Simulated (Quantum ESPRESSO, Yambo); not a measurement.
# A GW chain in Yambo: ZrSe3 (P2_1/m), part 3 of 3

How does a plane-wave GW calculation on ZrSe3 (P2_1/m) run from the first input to the gap?

Quantum ESPRESSO 7.5 and Yambo 5.3.0; PBEsol and many-body steps on it, plane waves. Known limits of the many-body steps: not at the basis limit; no spin-orbit coupling; coarse k mesh.

So far. Step 3 (Bands along the symmetry lines): The gap is 0.315 eV, −0.007 eV from the run before at this level. Step 4 (Empty states on the mesh, 2×4×2 mesh, 214 bands): On this mesh the gap is 0.330 eV.

### Step 5. Conversion and set-up

This step: Yambo 5.3.0; conversion and set-up on PBEsol, plane waves, norm-conserving pseudopotentials.

The states are converted to the many-body program's format and the q mesh is built.

The run is started by

```console
$ (cd o/x.save; p2y > p2y.log; mv SAVE ../..); yambo > setup.log
```

Log:

```text
 Yambo, version 5.3.0

 [02] CORE Variables Setup
 =========================

  [02.01] Unit cells
  ==================

  Cell kind             :  Unknown
  Atoms in the cell     :  Zr  Se
  number of Zr atoms    :  2
  number of Se atoms    :   6

  List of atomic masses
  Mass of Zr    :  91.22400
  Mass of Se    :  78.97100

  List of atomic coordinates    : [cc]
  Zr1       :   1.39009   1.77105  11.60773  order 1
  Zr2       :  6.511756  5.313154  6.086979  order 2
  Se1       :  6.504450  1.771051  9.802867  order 3
  Se2       :  1.397400  5.313154  7.891839  order 4
  Se3       :  4.258406  1.771051  3.078879  order 5
  Se4       :   3.64344   5.31315  14.61583  order 6
  Se5       :  8.687273  1.771051  2.990405  order 7
  Se6       :  -0.78542   5.31315  14.70430  order 8

  Alat factors          :  10.22512   7.08421  17.69471 [a.u.]
  Direct lattice volume :   1281.75    [a.u.]
  Direct lattice vectors:  A[ 1 ]  A[ 2 ]  A[ 3 ]
   A[ 1 ]:  1.000000 -0.000000 -0.000000  [iru]
   10.22512  -0.00000  -0.00000  [cc]
   A[ 2 ]: -0.000000  1.000000  0.000000  [iru]
  -0.000000  7.084205  0.000000  [cc]
   A[ 3 ]: -0.227212  0.000000  1.000000  [iru]
   -2.32327   0.00000  17.69471  [cc]

  Recip. lattice volume :  0.193525 [a.u.]
  Recip. lattice vectors:  B[ 1 ]  B[ 2 ]  B[ 3 ]
   B[ 1 ]:  1.000000  0.000000  0.227212  [iku]
   0.614485  0.000000  0.080680  [cc]
   B[ 2 ]:  0.000000  1.000000  0.000000  [iku]
   0.000000  0.886929  0.000000  [cc]
   B[ 3 ]:  0.000000  0.000000  1.000000  [iku]
   0.000000  0.000000  0.355088  [cc]

  [02.02] Symmetries
  ==================

  Inversion symmetry    : yes
  Spatial inversion     : yes
  Inversion index       :  2
  K-space Time-reversal : no
  Magnetic symmetries   : no
  Group table correct   : yes
  Symmetries units      :  [cc]

   [S 1]:   1.0000       0.0000       0.0000       0.0000       1.0000       0.0000      0.17293E-16   0.0000       1.0000
   [S 2]:  -1.0000       0.0000       0.0000       0.0000      -1.0000       0.0000     -0.17293E-16   0.0000      -1.0000

  [02.03] Reciprocal space
  ========================

  nG shells         :   45504
  nG charge         :  183623
  nG WFs            :  26941
  nC WFs            :  23008
  G-vecs. in first 80 shells:  [ Number ]
    1   3   5   7   9  11  13  15  19
    21   23   27   31   35   37   41   43   45
    49   51   53   57   59   63   65   69   71
[...]
217  221  225  229  231  235  239  243
  ...
  Shell energy in first 80 shells:  [ mHa ]
[...]
1900.81      1911.39      1941.04      1960.21      1969.42      2006.09      2018.23      2038.01      2057.81
    2074.81      2098.88      2121.78      2140.68      2152.52      2202.06      2246.79      2269.58      2270.77
    2289.74      2304.71      2341.49      2347.23      2393.38      2399.42      2418.68      2431.34
  ...

  [02.04] K-grid lattice
[...]
K [10]         [rlu]: -0.500000  0.250000 -0.500000
[...]
K [11]         [rlu]: -0.50000     -0.50000      0.34549E-16
         WF components:  22920
  K [12]         [rlu]: -0.500000 -0.500000 -0.500000
         WF components:  22920

  [02.05] Energies & Occupations
  ==============================

  [X] === General ===
  [X] Electronic Temperature                        :  0.000000  0.000000 [eV K]
  [X] Bosonic    Temperature                        :  0.000000  0.000000 [eV K]
  [X] Finite Temperature mode                       : no
  [X] El. density                                   :  0.88451E+24 [cm-3]
  [X] Fermi Level                                   :  10.50703 [eV]

  [X] === Gaps and Widths ===
  [X] Conduction Band Min                           :  0.329666 [eV]
  [X] Valence Band Max                              :  0.000000 [eV]
  [X] Filled Bands                                  :   84
  [X] Empty Bands                                   :   85  214
  [X] Direct Gap                                    :  0.602750 [eV]
  [X] Direct Gap localized at k                     :  2
  [X] Indirect Gap                                  :  0.329666 [eV]
  [X] Indirect Gap between kpts                     :   1   7
  [X] Last valence band width                       :  1.419693 [eV]
  [X] 1st conduction band width                     :  2.112716 [eV]

  E @ K [ 1]:  [eV]
  -207.6635 -207.6635 -207.6489 -207.6489 -206.8667 -206.8667 -147.4989 -147.4989
[...]
[... 9 further rows ...]
[...]
occ @ K [ 1]
[...]
[... 9 further rows ...]
[...]
E @ K [ 2]:  [eV]
[...]
[... 9 further rows ...]
[...]
occ @ K [ 2]
[...]
E @ K [ 3]:  [eV]
[...]
occ @ K [ 3]
[...]
E @ K [ 8]:  [eV]
[...]
occ @ K [ 8]
[...]
E @ K [ 9]:  [eV]
[...]
occ @ K [ 9]
[...]
E @ K [10]:  [eV]
[...]
occ @ K [10]
[...]
E @ K [11]:  [eV]
[...]
occ @ K [11]
[...]
E @ K [12]:  [eV]
[...]
[... 9 further rows ...]
[...]
occ @ K [12]
[...]
[... 9 further rows ...]
   0.000000  0.000000  0.000000  0.000000  0.000000  0.000000  0.000000  0.000000
   0.000000  0.000000  0.000000  0.000000  0.000000  0.000000  0.000000  0.000000

 [03] Transferred momenta grid and indexing
 ==========================================

 IBZ Q-points                                      :  12
 BZ  Q-points                                      :  16

 K/Q-points units:
 rlu = crystal or reduced units; cc = cartesian coordinates; iku = interal k-units

 Q [ 1]         [rlu]:  0.000000  0.000000  0.000000
 Q [ 2]         [rlu]: -0.49964E-17   0.0000     -0.50000
 Q [ 3]         [rlu]:  0.000000  0.250000  0.000000
[...]
Q [ 8]         [rlu]:  0.500000  0.000000 -0.500000
 Q [ 9]         [rlu]: -0.50000      0.25000      0.59754E-16
 Q [10]         [rlu]:  0.500000  0.250000 -0.500000
 Q [11]         [rlu]: -0.50000     -0.50000      0.59754E-16
 Q [12]         [rlu]:  0.500000  0.500000 -0.500000

  [03.01] X indexes
  =================

   [03.01.01] Sigma indexes
   ========================

 [06] Game Over & Game summary
```

It took 4.4 s on 1 MPI rank of Arm Neoverse V2, shared host; peak memory 0.28 GiB.

### Step 6. Screening and self-energy, 2×4×2 mesh, 214 bands, screening to 88.4 eV

Now the one-shot GW correction: screening in the RPA, then the self-energy of the levels asked for.

This step: G0W0 on PBEsol, plane waves, norm-conserving pseudopotentials.

File gw1.in:

```
HF_and_locXC
gw0
dyson
ppa
em1d
rim_cut
RandQpts= 1000000
RandGvec= 1 RL
EXXRLvcs= 104 Ry
VXCRLvcs= 416 Ry
Chimod= "HARTREE"
% BndsRnXp
 1 | 214 |
%
NGsBlkXp= 6.5 Ry
% LongDrXp
 1 | 1 | 1 |
%
% GbndRnge
 1 | 214 |
%
DysSolver= "n"
ExtendOut
PPAPntXp= 27.21138 eV
% QPkrange
 1 | 1 | 83 | 86 |
 7 | 7 | 83 | 86 |
 2 | 2 | 83 | 86 |
%
```

The run is started by

```console
$ OMP_NUM_THREADS=2 mpirun -n 4 yambo -F gw1.in -J gw1 -C gw1 > gw1.log
```

Log:

```text
 Yambo, version 5.3.0

 [02] CORE Variables Setup
 =========================

  [... cell, symmetries and grids as in the set-up ...]

  [02.05] Energies & Occupations
  ==============================

  [X] === General ===
  [X] Electronic Temperature                        :  0.000000  0.000000 [eV K]
  [X] Bosonic    Temperature                        :  0.000000  0.000000 [eV K]
  [X] Finite Temperature mode                       : no
  [X] El. density                                   :  0.88451E+24 [cm-3]
  [X] Fermi Level                                   :  10.50703 [eV]

  [X] === Gaps and Widths ===
  [X] Conduction Band Min                           :  0.329666 [eV]
  [X] Valence Band Max                              :  0.000000 [eV]
  [X] Filled Bands                                  :   84
  [X] Empty Bands                                   :   85  214
  [X] Direct Gap                                    :  0.602750 [eV]
  [X] Direct Gap localized at k                     :  2
  [X] Indirect Gap                                  :  0.329666 [eV]
  [X] Indirect Gap between kpts                     :   1   7
  [X] Last valence band width                       :  1.419693 [eV]
  [X] 1st conduction band width                     :  2.112716 [eV]

 [03] Transferred momenta grid and indexing
 ==========================================

 IBZ Q-points                                      :  12
 BZ  Q-points                                      :  16

 K/Q-points units:
 rlu = crystal or reduced units; cc = cartesian coordinates; iku = interal k-units

 Q [ 1]         [rlu]:  0.000000  0.000000  0.000000
 Q [ 2]         [rlu]: -0.49964E-17   0.0000     -0.50000
 Q [ 3]         [rlu]:  0.000000  0.250000  0.000000
 Q [ 4]         [rlu]: -0.49964E-17  0.25000     -0.50000
 Q [ 5]         [rlu]:  0.000000 -0.500000  0.000000
 Q [ 6]         [rlu]: -0.49964E-17 -0.50000     -0.50000
 Q [ 7]         [rlu]: -0.50000       0.0000      0.59754E-16
 Q [ 8]         [rlu]:  0.500000  0.000000 -0.500000
 Q [ 9]         [rlu]: -0.50000      0.25000      0.59754E-16
 Q [10]         [rlu]:  0.500000  0.250000 -0.500000
 Q [11]         [rlu]: -0.50000     -0.50000      0.59754E-16
 Q [12]         [rlu]:  0.500000  0.500000 -0.500000

 [04] Coloumb potential Random Integration (RIM)
 ===============================================

  [04.01] RIM initialization
  ==========================

  * Diagonal components only detected *

  8 x (sBL volume)        :  0.096762 [a.u.]
  sBZ random points       :  1000000
  Points outside the sBZ  :   7993225
  RL volume               :  0.193525 [a.u.]
  Integrated volume       :  0.193689 [a.u.]

  [04.02] RIM integrals
  =====================

  Gamma point sphere radius             :  0.083276 [a.u.]
  Points outside the sphere             :   799794
  [Int_sBZ(q=0) 1/q^2]*(Vol_sBZ)^(-1/3) =:  7.483392
                                 should be <:  7.795600

  Summary of Coulomb integrals for non-metallic bands |Q|[au] RIM/Bare

  Q [1] 0.100000E-4 0.959951 * Q [2] 0.177544 0.867115
  Q [3] 0.221732 1.005740 * Q [4] 0.284055 0.994780
  Q [7] 0.309880 1.179383 * Q [8] 0.336486 1.132517
  Q [9] 0.381039 1.091490 * Q [10] 0.402974 1.072616
  Q [5] 0.443464 1.007706 * Q [6] 0.477685 1.004426
  Q [11] 0.541005 1.025187 * Q [12] 0.556672 1.022218

 [05] Dipoles
 ============

  [05.01] Setup: observables and procedures
  =========================================

  [WARNING] [x,Vnl] slows the Dipoles computation. To neglect it rename the ns.kb_pp file

 [06] Dynamic Dielectric Matrix (PPA)
 ====================================

 [WR./gw1//ndb.pp]---------------------------------------------------------------
  Brillouin Zone Q/K grids (IBZ/BZ)                :  12  16  12  16
  RL vectors                                       :  26941 [WF]
  Coulomb cutoff potential                         : none
  Electronic Temperature                           :  0.000000 [K]
  Bosonic    Temperature                           :  0.000000 [K]
  PPA    diel. fun.  energies                      : Perdew, Burke & Ernzerhof SOL(X)+Perdew, Burke & Ernzerhof SOL(C)
  wavefunctions                                    : Perdew, Burke & Ernzerhof SOL(X)+Perdew, Burke & Ernzerhof SOL(C)
  Global Gauge                                     : length
  X matrix size                                    :  307
  X band range                                     :    1  214
  X e/h energy range                               : -1.000000 -1.000000 [eV]
  X Time ordering                                  : R
  X Hxc Kernel                                     : HARTREE
  X Drude frequency                                :  0.000000  0.000000
  X poles                                          :  100.0000 [o/o]
  RL vectors in the sum                            :  26941
  [r,Vnl] included                                 : yes
  Field direction                                  :  0.577350E-5  0.577350E-5  0.577350E-5
  BZ energy Double Grid                            : no
  BZ energy DbGd points                            : 0
  BZ Q point size factor                           : -1.000000
  X Optical Averaged directions                    : none

 [07] Local Exchange-Correlation + Non-Local Fock
 ================================================

 [VXC] Plane waves :  183623
 [EXS] Plane waves :  22961

 QP @ state[ 1 ] K range:  1  2
 QP @ state[ 1 ] b range:   83   86
 QP @ state[ 2 ] K range:   7   7
 QP @ state[ 2 ] b range:   83   86

 [xc] Functional : Perdew, Burke & Ernzerhof SOL(X)+Perdew, Burke & Ernzerhof SOL(C)
 [xc] LIBXC used to calculate xc functional
  PP Number of Atomic Species                      :  2
  NLCC RL compoments                               :  183623
  PP Number of Atomic Species                      :  2
  NLCC RL compoments                               :  183623

 [xc] E_xc :  -161.5634 [Ha]
      E_xc :  -323.1267 [Ry]

  Local XC kind (lXC) : Perdew, Burke & Ernzerhof SOL(X)+Perdew, Burke & Ernzerhof SOL(C)
  Non-Local XC kind (nlXC) : Hartree-Fock

  Corrections @ K [1] :  [eV]
 <83|nlXC|83> = -16.22828 -0.16093E-16 <83|lXC|83> = -14.78735  0.94408E-16
 <84|nlXC|84> = -16.81203 -0.13726E-16 <84|lXC|84> = -15.01474 -0.37763E-15
 <85|nlXC|85> = -8.422552 -0.40388E-19 <85|lXC|85> = -13.06779  0.18882E-15
 <86|nlXC|86> = -8.253607 -0.21042E-17 <86|lXC|86> = -13.52813  0.000000

  Corrections @ K [2] :  [eV]
 <83|nlXC|83> = -16.21485  0.14166E-16 <83|lXC|83> = -14.73764 -0.18882E-15
 <84|nlXC|84> = -16.67198 -0.18512E-17 <84|lXC|84> = -14.88698  0.000000
 <85|nlXC|85> = -8.017486 -0.88900E-18 <85|lXC|85> = -12.87628  0.28323E-15
 <86|nlXC|86> = -8.460757 -0.22550E-17 <86|lXC|86> = -13.65810  0.18882E-15

  Corrections @ K [7] :  [eV]
 <83|nlXC|83> = -16.57136 -0.93065E-17 <83|lXC|83> = -14.71752 -0.94408E-16
 <84|nlXC|84> = -16.54713 -0.51837E-17 <84|lXC|84> = -14.77536 -0.94408E-16
 <85|nlXC|85> = -10.16630  0.58362E-17 <85|lXC|85> = -13.76979 -0.11211E-15
 <86|nlXC|86> = -10.16988 -0.15378E-17 <86|lXC|86> = -14.04654  0.23602E-16

 [08] Dyson equation: Newton solver
 ==================================

  [08.01] G0W0 (W PPA)
  ====================

  [  GW  ] Bands range     :    1  214
  [GW/PPA] G damping       :  0.100000 [eV]

  QP @ state[ 1 ] K range:  1  2
  QP @ state[ 1 ] b range:   83   86
  QP @ state[ 2 ] K range:   7   7
  QP @ state[ 2 ] b range:   83   86

   Sc/G bands                                       :    1  214
   Sc/G damping                                     :  0.100000 ev
   Sc bands terminator                              : no
   Sx RL components                                 :  22961

   QP @ state[ 1 ] K range                          :  1  2
   QP @ state[ 1 ] b range                          :   83   86
   QP @ state[ 2 ] K range                          :   7   7
   QP @ state[ 2 ] b range                          :   83   86
   GF energies kind                                 : Perdew, Burke & Ernzerhof SOL(X)+Perdew, Burke & Ernzerhof SOL(C)
   GF WF`s kind                                     : Perdew, Burke & Ernzerhof SOL(X)+Perdew, Burke & Ernzerhof SOL(C)
   Xs energies kind                                 : Perdew, Burke & Ernzerhof SOL(X)+Perdew, Burke & Ernzerhof SOL(C)
   Xs WF`s kind                                     : Perdew, Burke & Ernzerhof SOL(X)+Perdew, Burke & Ernzerhof SOL(C)

 [11] Game Over & Game summary
```

Elapsed: 7 min, on 4 MPI ranks; peak memory 14 GiB.

Numbers from this step:

| Item | Value |
| --- | --- |
| G0W0 gap on the points computed | 0.8915 eV |
| starting gap on the mesh | 0.3297 eV |
| k of the valence top | 0, 0, 0 |
| k of the conduction bottom | -0.5, 0, 0 |
| least direct G0W0 gap on the computed points | 1.197 eV |
| Z at the valence top | 0.7955 |
| Z at the conduction bottom | 0.7940 |

The gap on the mesh goes from 0.33 eV to 0.89 eV, a correction of +0.56 eV.

Limits: finite bands, cutoff and mesh; no spin-orbit coupling; coarse k mesh. v1 is the top filled band, c1 the lowest empty one. The levels before and after the correction (eV, zero at the valence-band top of each column):

```
           conduction bottom  valence top
Kohn-Sham               0.33         0.00
     G0W0               0.89         0.00
```

```
                   level  energy (eV)
Kohn-Sham           Γ v2       -0.110
Kohn-Sham           Γ v1        0.000
Kohn-Sham           Γ c1        0.661
Kohn-Sham           Γ c2        1.044
Kohn-Sham  (-0.5 0 0) v2       -0.372
Kohn-Sham  (-0.5 0 0) v1       -0.300
Kohn-Sham  (-0.5 0 0) c1        0.330
Kohn-Sham  (-0.5 0 0) c2        0.670
     G0W0           Γ v2       -0.092
     G0W0           Γ v1        0.000
     G0W0           Γ c1        1.231
     G0W0           Γ c2        1.734
     G0W0  (-0.5 0 0) v2       -0.443
     G0W0  (-0.5 0 0) v1       -0.359
     G0W0  (-0.5 0 0) c1        0.891
     G0W0  (-0.5 0 0) c2        1.311
```

### Step 7. Where the time went

Times are wall times on the hardware named with each run, good to a factor of about two.

```
                          step     time  share  memory (GiB)
                  ground state  3.5 min   25 %           3.6
bands along the symmetry lines    2 min   15 %           2.5
      empty states on the mesh     76 s    9 %           2.3
         conversion and set-up    4.4 s    1 %          0.28
     screening and self-energy    7 min   50 %            14
```

### Step 8. Summary of results

```yaml
pbesol_gap: 0.31 eV, indirect
g0w0_gap_on_the_mesh: 0.89 eV
gw_settings: 2×4×2 mesh, 214 bands, screening to 88.4 eV, Godby-Needs plasmon pole
known_limits: not at the basis limit; no spin-orbit coupling; coarse k mesh
```

In words: G0W0 moves the gap on the mesh from 0.33 eV to 0.89 eV (+0.56 eV), with Z of 0.80 and 0.79 at the edges. Only 3 of the mesh's irreducible points were corrected, so a valley elsewhere could overtake. The dearest step here is «screening and self-energy». Bands and cutoff are finite, so the gap is not at the basis limit. The miss can reach some tenths of an eV and take either sign; the mesh is an error of its own. In the G0W0 run levels were corrected at 3 k points alone, so a gap called «on the mesh» is the least over those, and an edge elsewhere would be missed. The 2×4×2 mesh is coarse for this cell, which bears on the long-range parts of exchange and screening. The many-body steps are scalar-relativistic: spin-orbit coupling is not in them.

[Paths, hosts, dates, memory and timing lines, banners, echoed tables and standing remarks are left out of the program output.]

[Logs are printed without paths, hosts, clocks, repeated set-up lines and the standing remarks that a program may print on its own settings, such as how far it seeks lower states.]

[Runs of the session that timed out or met a known fault of the program may be left out.]

[Hosts, paths, dates, database ids (printed as entryN), source tags and the programs' standing remarks are cut or masked in the printed files.]
